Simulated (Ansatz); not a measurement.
# SiO2: optical spectrum from first principles, part 2 of 2

What colour and refractive index does SiO2 have at this level of theory?

Ansatz 0.2.0; DFT, LDA, plane-wave PAW, default files, scalar-relativistic, independent-particle optical response without local fields.

So far. Step 2 (Ground state and bands): There is a gap, 5.74 eV on the path, so no carriers' term is needed. The cell is left with a pressure of -0.6 GPa and forces up to 0.23 eV/Å, as it stands unrelaxed at this level.

## (3) Spectrum (continued)

Table of Re ε by photon energy:

```csv
photon energy (eV),E ∥ x,E ∥ y,E ∥ z
0.0,2.62,2.63,2.64
0.5,2.63,2.63,2.64
1.0,2.63,2.64,2.65
1.5,2.65,2.65,2.66
2.0,2.67,2.67,2.68
2.5,2.69,2.69,2.71
3.0,2.73,2.73,2.74
3.5,2.77,2.77,2.79
4.0,2.82,2.82,2.84
4.5,2.88,2.89,2.91
5.0,2.96,2.97,2.99
5.5,3.07,3.07,3.09
6.0,3.20,3.20,3.23
6.5,3.39,3.39,3.43
7.0,3.69,3.70,3.76
7.5,4.09,4.10,4.18
8.0,4.19,4.20,4.32
8.5,4.44,4.46,4.67
9.0,4.97,4.97,5.43
9.5,4.46,4.44,3.63
10.0,3.34,3.38,2.17
10.5,2.11,2.13,2.78
11.0,1.86,1.83,1.97
11.5,2.11,2.10,2.53
12.0,1.86,1.86,1.63
12.5,1.62,1.59,1.97
13.0,1.67,1.67,1.19
13.5,1.37,1.34,1.81
14.0,1.83,1.82,2.20
```

Values under 1 per cm are given as 1. Table of absorption coefficient by photon energy:

```csv
photon energy (eV),E ∥ x (1/cm),E ∥ y (1/cm),E ∥ z (1/cm)
0.0,1,1,1
0.5,1,1,1
1.0,1,1,1
1.5,1,1,1
2.0,1,1,1
2.5,1,1,1
3.0,1,1,1
3.5,1,1,1
4.0,1,1,1
4.5,1,1,1
5.0,1,1,1
5.5,1,1,1
6.0,40.1,60.4,1.20
6.5,847,949,406
7.0,5814,6393,2339
7.5,81287,80793,84366
8.0,1.5e5,1.5e5,1.5e5
8.5,2.1e5,2.1e5,2.2e5
9.0,4.0e5,4.0e5,5.9e5
9.5,6.0e5,6.0e5,8.3e5
10.0,1.0e6,9.9e5,8.1e5
10.5,1.0e6,1.0e6,8.4e5
11.0,9.0e5,9.0e5,8.6e5
11.5,8.3e5,8.2e5,1.1e6
12.0,1.1e6,1.1e6,1.0e6
12.5,1.1e6,1.1e6,1.0e6
13.0,9.8e5,9.8e5,1.0e6
13.5,1.1e6,1.1e6,8.5e5
14.0,1.1e6,1.1e6,1.0e6
```

The loss function −Im 1/ε at q → 0 has structure finer than the step of the table below, so its rows give means over 0.5 eV, whole bins alone (the curve runs from 0 to 14 eV). Peaks (eV: height): E ∥ x 10.80: 0.256, 12.65: 0.308, 13.55: 0.328; E ∥ y 10.80: 0.260, 12.65: 0.310, 13.55: 0.332; E ∥ z 10.00: 0.226, 11.05: 0.248, 12.05: 0.290, 13.00: 0.363.

Table of loss function −Im 1/ε at q → 0 by energy loss; means over each step:

```csv
energy loss (eV),E ∥ x,E ∥ y,E ∥ z
5.5,0,0,0
6.0,6.8e-5,8.6e-5,7.5e-6
6.5,4.6e-4,5.2e-4,2.1e-4
7.0,0.00285,0.00300,0.00180
7.5,0.0242,0.0240,0.0244
8.0,0.0406,0.0404,0.0404
8.5,0.0491,0.0491,0.0477
9.0,0.0687,0.0693,0.0801
9.5,0.0997,0.100,0.140
10.0,0.151,0.150,0.203
10.5,0.214,0.212,0.190
11.0,0.250,0.253,0.232
11.5,0.232,0.232,0.212
12.0,0.252,0.251,0.271
12.5,0.291,0.292,0.256
13.0,0.284,0.285,0.336
13.5,0.305,0.306,0.275
```

The reflectivity at normal incidence has structure finer than the step of the table below, so its rows give means over 0.5 eV, whole bins alone (the curve runs from 0 to 14 eV). Peaks (eV: height): E ∥ x 10.05: 20.6, 12.00: 15.1, 13.35: 13.9; E ∥ y 10.05: 20.5, 12.00: 15.2, 13.35: 14.1; E ∥ z 9.00: 20.0, 10.65: 17.0, 11.55: 17.9, 12.70: 15.3.

The reflectivity at normal incidence by photon energy; means over each step:

```csv
photon energy (eV),E ∥ x (%),E ∥ y (%),E ∥ z (%)
0.5,5.61,5.62,5.68
1.0,5.65,5.65,5.71
1.5,5.70,5.71,5.77
2.0,5.78,5.79,5.86
2.5,5.89,5.90,5.97
3.0,6.03,6.04,6.11
3.5,6.21,6.22,6.29
4.0,6.43,6.43,6.51
4.5,6.69,6.70,6.79
5.0,7.03,7.04,7.14
5.5,7.45,7.47,7.57
6.0,8.01,8.02,8.15
6.5,8.78,8.80,8.94
7.0,10.0,10.0,10.3
7.5,11.6,11.6,11.9
8.0,12.3,12.3,12.7
8.5,13.5,13.6,14.4
9.0,16.2,16.2,18.6
9.5,17.7,17.7,18.9
10.0,20.0,19.9,14.9
10.5,17.5,17.8,15.4
11.0,13.8,13.9,12.7
11.5,13.2,13.0,15.4
12.0,14.7,14.8,13.0
12.5,13.3,13.4,13.9
13.0,12.1,12.0,12.3
13.5,12.3,12.3,9.61
```

From ε follow the optical constants at some laser and lamp lines:

```csv
wavelength (nm),n x,k x,R (%) x,1/α x,n y,k y,R (%) y,1/α y
1550,1.62,0.000,5.6,over 1 mm,1.62,0.000,5.6,over 1 mm
532,1.64,0.000,5.9,over 1 mm,1.64,0.000,5.9,over 1 mm
450,1.65,0.000,6.0,over 1 mm,1.65,0.000,6.0,over 1 mm
405,1.65,0.000,6.1,over 1 mm,1.65,0.000,6.1,over 1 mm
308,1.68,0.000,6.4,over 1 mm,1.68,0.000,6.4,over 1 mm
248,1.72,0.000,7.0,over 1 mm,1.72,0.000,7.0,over 1 mm
193,1.83,0.001,8.6,14 µm,1.83,0.001,8.6,13 µm
```

A film 1 µm thick would pass 89 % of daylight and look colourless in transmission (x = 0.313, y = 0.329).

The f-sum over the summed bands holds 25.2 of the cell's 48 electrons outside the frozen cores, 12 of which lie in bands more than 12 eV below the Fermi level, whose transitions come at higher energies. Up to 14 eV the strength has a mean oscillator energy of 10.9 eV, and these transitions give 55 % of ε∞ − 1 along x; the rest comes from higher ones.

## (4) What came out

```json
{
 "gap on the path": "5.74 eV",
 "least direct gap on the path": "6.07 eV",
 "electronic dielectric constant ε∞, mean over x, y and z (by symmetry where fewer were run) (independent particles)": "2.63",
 "absorption onset, first axis (α over 10⁴ cm⁻¹, or the direct gap if that lies higher)": "7.15 eV",
 "main peak of Im epsilon, first axis": "10.0 eV"
}
```

In words: At this level (LDA, independent particles) SiO2 has a mean ε∞ = 2.63 and n = 1.62 at 1550 nm (E ∥ x); absorption sets in near 7.1 eV, and Im ε peaks at 10.0 eV (E ∥ x). The gap is indirect (5.74 eV), so absorption without phonons can begin only at the direct gap of 6.07 eV. The absorption coefficient passes 10⁴ cm⁻¹ only at 7.15 eV, 1.08 eV above the least direct gap: the lowest transitions are weak or forbidden for this polarisation, or few states take part. Distinct maxima of Im ε, read by a parabola through the highest points, lie at 10.05 eV (4.2), 12.01 eV (2.8) and 13.30 eV (2.6) for E ∥ x. The static values by axis are 2.62 (x), 2.63 (y), 2.64 (z). The f-sum over the summed bands holds 25.2 of the cell's 48 electrons outside the frozen cores, 12 of which lie in bands more than 12 eV below the Fermi level, whose transitions come at higher energies. Up to 14 eV the strength has a mean oscillator energy of 10.9 eV, and these transitions give 55 % of ε∞ − 1 along x; the rest comes from higher ones. A film 1 µm thick would pass 89 % of daylight and look colourless in transmission (x = 0.313, y = 0.329). Excitons and phonon-assisted transitions are missing, and so are local fields; LDA gaps are as a rule too small, which pulls the onset down and ε∞ up. In the base run ε includes the program's bounded estimate of what the bands above those summed add.

[Logs are printed without paths, hosts, clocks, repeated set-up lines and the standing remarks that a program may print on its own settings, such as how far it seeks lower states.]

[Hosts, paths, dates, database ids (printed as entryN), source tags and the programs' standing remarks are cut or masked in the printed files.]
